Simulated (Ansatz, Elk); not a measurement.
## MgAgCl3: X-ray structure factors from the self-consistent density

Structure refinements treat a crystal as free atoms side by side. For a made-up structure of MgAgCl3 (cell and positions from a PBEsol relaxation) the runs below show what the calculated density changes in F(hkl).

Method: DFT, PBE, all-electron APW+lo, Dirac cores, scalar-relativistic bands, static density, no spin, in Elk 11.2.3 (patched build).

This account leaves out most program logs.

The structure was built from a prototype and need not be the compound's stable phase.

## 1. Starting point

It takes space group Pm-3m (No. 221, cubic). Conventional cell: a = 4.826 Å, b = 4.826 Å, c = 4.826 Å, α = 90.00°, β = 90.00°, γ = 90.00°. Nearest to Ag lie 12 Cl at 3.41 Å. Cl has 2 Mg at 2.41 Å nearest. Mg has 6 Cl at 2.41 Å nearest. Farther neighbours and most contacts between anions are not listed.

## 2. Ground state and structure factors

An all-electron density is needed, since X-rays see the cores too. Task 0 finds the density and task 195 Fourier-transforms it; tshift is off so that phases refer to the origin typed.

elk.in reads:

```
tasks
  0
  195

xctype
  20

spinpol
  .false.

rgkmax
  7.0

gmaxvr
  14.0

lmaxo
  7

lmaxapw
  8

swidth
  0.002

tshift
  .false.

ramdisk
  .false.

hmaxvr
  5.5

maxscl
  120

epspot
  1e-06

sppath
  './'

avec
  9.11958014400 -0.00000000000 -0.00000000000
  -0.00000000000 9.11958014400 -0.00000000000
  -0.00000000000 -0.00000000000 9.11958014400

atoms
  3
  'Ag.in'
  1
  0.5000000000 0.5000000000 0.5000000000   0.000000 0.000000 0.000000
  'Cl.in'
  3
  -0.0000000000 0.0000000000 0.5000000000   0.000000 0.000000 0.000000
  -0.0000000000 0.5000000000 0.0000000000   0.000000 0.000000 0.000000
  0.5000000000 -0.0000000000 0.0000000000   0.000000 0.000000 0.000000
  'Mg.in'
  1
  -0.0000000000 -0.0000000000 0.0000000000   0.000000 0.000000 0.000000

ngridk
  5 5 5
```

Command:

```sh
$ OMP_NUM_THREADS=4 elk
```

The job ended after 16 s (4 threads of Intel Xeon Platinum 8559C (Emerald Rapids), shared host; peak memory 0.21 GiB; 30 s of CPU time).

SFACRHO.OUT:

```text

h k l indices transformed by vhmat matrix:
   1.000000000       0.000000000       0.000000000    
   0.000000000       1.000000000       0.000000000    
   0.000000000       0.000000000       1.000000000    

      h      k      l  multipl.   |H|            Re(F)            Im(F)           |F|

      0      0      0      1   0.0000000       110.00000      0.53948639E-16   110.00000    
      0     -1      0      6  0.68897748      -17.994180     -0.66842702E-14   17.994180    
     -1      0      1     12  0.97436129       36.825740     -0.60142444E-14   36.825740    
      1      1      1      8   1.1933440      -68.600330      0.18150135E-13   68.600330    
      0      0     -2      6   1.3779550       81.868562      0.12591532E-13   81.868562    
     -1      0     -2     24   1.5406005      -16.817655     -0.12160390E-13   16.817655    
     -1      1     -2     24   1.6876433       32.401187      0.42062130E-13   32.401187    
      2      2      0     12   1.9487226       69.383236     -0.21106641E-13   69.383236    
      2     -2      1     24   2.0669324      -15.277507      0.19398922E-13   15.277507    
      0      0      3      6   2.0669324      -15.098277      0.14905842E-13   15.098277    
     -3      1      0     24   2.1787381       29.095083     -0.22451817E-13   29.095083    
     -1     -1     -3     24   2.2850798      -49.869003     -0.24179180E-13   49.869003    
      2     -2     -2      8   2.3866880       62.101724      0.95367984E-14   62.101724    
     -2     -3      0     24   2.4841436      -13.877215     -0.18696755E-13   13.877215    
     -2      1      3     48   2.5779177       26.293181      0.24556309E-13   26.293181    
      4      0      0      6   2.7559099       57.250027     -0.16752560E-13   57.250027    
      3      2     -2     24   2.8407269      -12.931476      0.12709853E-13   12.931476    
     -4      0     -1     24   2.8407269      -12.888582     -0.13373399E-13   12.888582
```

Elk indexes on the primitive cell of elk.in and gives |H| = 4π sin θ/λ in inverse bohr. Below, one row stands for each form hkl of the conventional cell (m members, Friedel mates merged), F is for one primitive cell and the density is static (no thermal factor). Free-atom factors are Waasmaier and Kirfel's, and R is Σm||F|−|F'||/Σm|F|.

```csv
hkl,m,sin θ/λ (Å⁻¹),"abs F, DFT",neutral atoms,diff.,ions,diff.
100,6,0.104,17.994,18.257,-0.263,18.224,-0.230
110,12,0.146,36.826,37.212,-0.387,36.640,+0.185
111,8,0.179,68.600,68.249,+0.351,68.358,+0.243
200,6,0.207,81.869,81.690,+0.178,81.642,+0.227
210,24,0.232,16.818,16.850,-0.032,16.805,+0.012
211,24,0.254,32.401,32.455,-0.054,32.579,-0.178
220,12,0.293,69.383,69.437,-0.054,69.365,+0.018
221,24,0.311,15.277,15.159,+0.119,15.155,+0.123
300,6,0.311,15.098,15.159,-0.060,15.155,-0.056
310,24,0.328,29.095,28.987,+0.108,29.099,-0.004
311,24,0.344,49.869,49.928,-0.059,49.782,+0.087
222,8,0.359,62.102,62.187,-0.085,62.134,-0.032
320,24,0.374,13.877,13.839,+0.038,13.866,+0.011
321,48,0.388,26.293,26.260,+0.033,26.330,-0.036
400,6,0.414,57.250,57.250,+0.000,57.227,+0.023
322,24,0.427,12.931,12.858,+0.074,12.895,+0.036
410,24,0.427,12.889,12.858,+0.031,12.895,-0.007
411,24,0.440,24.164,24.096,+0.068,24.134,+0.030
```

The ions are Mg2+, Ag+ and Cl−, by formal charge.

## 3. The highest occupied states alone

An energy window below the Fermi level keeps the highest occupied states, to see at which angles they scatter; shallow core shells can lie inside it and anion s states outside. No new self-consistency is needed.

elk.in: that of step 2 with these lines changed.

```diff
@@ -1,3 +1,2 @@
 tasks
-  0
   195
@@ -40,2 +39,5 @@
 
+wsfac
+  -0.480640 0.370600
+
 sppath
```

Command:

```sh
$ OMP_NUM_THREADS=4 elk
```

Wall time 7.8 s (4 threads); peak memory 0.17 GiB; 9.3 s of CPU time.

States within 15 eV below the Fermi level hold 33.98 electrons; any levels below the window count with the cores. Their amplitudes can exceed the total, where window and core parts have opposite phase:

```csv
hkl,sin θ/λ (Å⁻¹),"abs F, window","abs F, all"
100,0.104,2.377,17.994
110,0.146,3.013,36.826
111,0.179,15.237,68.600
200,0.207,12.054,81.869
210,0.232,2.444,16.818
211,0.254,2.162,32.401
220,0.293,4.655,69.383
221,0.311,1.814,15.277
300,0.311,1.637,15.098
310,0.328,1.626,29.095
```

## 4. Another functional

The difference from free atoms is small, so it is set against the change that PBEsol makes.

elk.in: that of step 3 with these lines changed.

```diff
@@ -1,2 +1,3 @@
 tasks
+  0
   195
@@ -4,3 +5,3 @@
 xctype
-  20
+  22
 
@@ -39,5 +40,2 @@
 
-wsfac
-  -0.480640 0.370600
-
 sppath
```

Command:

```sh
$ OMP_NUM_THREADS=4 elk
```

Elapsed: 16 s, on 4 threads; peak memory 0.21 GiB; 30 s of CPU time.

Against the first run R = 0.03 %; the largest change is -0.067 at 111.

## 5. A coarser k-mesh

About half the k-points along each axis test the sampling.

elk.in: that of step 4 with these lines changed.

```diff
@@ -5,3 +5,3 @@
 xctype
-  22
+  20
 
@@ -63,2 +63,2 @@
 ngridk
-  5 5 5
+  2 2 2
```

Command:

```sh
$ OMP_NUM_THREADS=4 elk
```

The job ended after 14 s (4 threads; peak memory 0.2 GiB; 22 s of CPU time).

Against the first run R = 0.00 %; the largest change is +0.010 at 111.

## 6. Settings against the effect

```csv
run,R against the first run (%),"R against neutral atoms, low angle (%)",wall time
"PBE, rgkmax 7",0.00,0.36,16 s
PBEsol,0.03,0.34,16 s
k-mesh 2×2×2,0.00,0.36,14 s
```

## 7. What came out

- R against neutral atoms, sin θ/λ < 0.3 Å⁻¹: 0.36 %
- R against neutral atoms, 0.3 to 0.82 Å⁻¹: 0.17 %
- R against ions, below 0.3 Å⁻¹: 0.32 %

What this shows: Independent neutral atoms miss the calculated amplitudes by R = 0.36 % below 0.3 Å⁻¹ and 0.17 % from there to 0.82 Å⁻¹; by shells, 1.13 % below 0.15 Å⁻¹ (2 forms), 0.22 % 0.15 to 0.3 (5 forms), 0.24 % 0.3 to 0.45 (12 forms), 0.16 % above 0.45 (59 forms). Bonding, aspherical density and the tables' own atoms all enter these figures, and the runs don't part them. The largest change of an amplitude is -0.39 electrons, at 110. Formal ions give R = 0.32 % at low angle, no better and no worse than neutral atoms. The window's part falls from 34.0 electrons at the origin to at most 0.47 between 0.45 and 0.82 Å⁻¹. Below 0.3 Å⁻¹ the changes that finished (PBEsol and k-mesh 2×2×2) move F by R = 0.05 % at most, against the 0.36 % that separates it from free atoms. The basis has no finished test. These runs have no spin, though d or f shells may be open. Part of the difference isn't bonding: the tables are fits to free atoms and ions calculated by other methods than this functional. Thermal motion, anomalous dispersion and extinction are left out.

[Logs are printed without paths, hosts, clocks, repeated set-up lines and the standing remarks that a program may print on its own settings, such as how far it seeks lower states.]

[Hosts, paths, dates, database ids (printed as entryN), source tags and the programs' standing remarks are cut or masked in the printed files.]
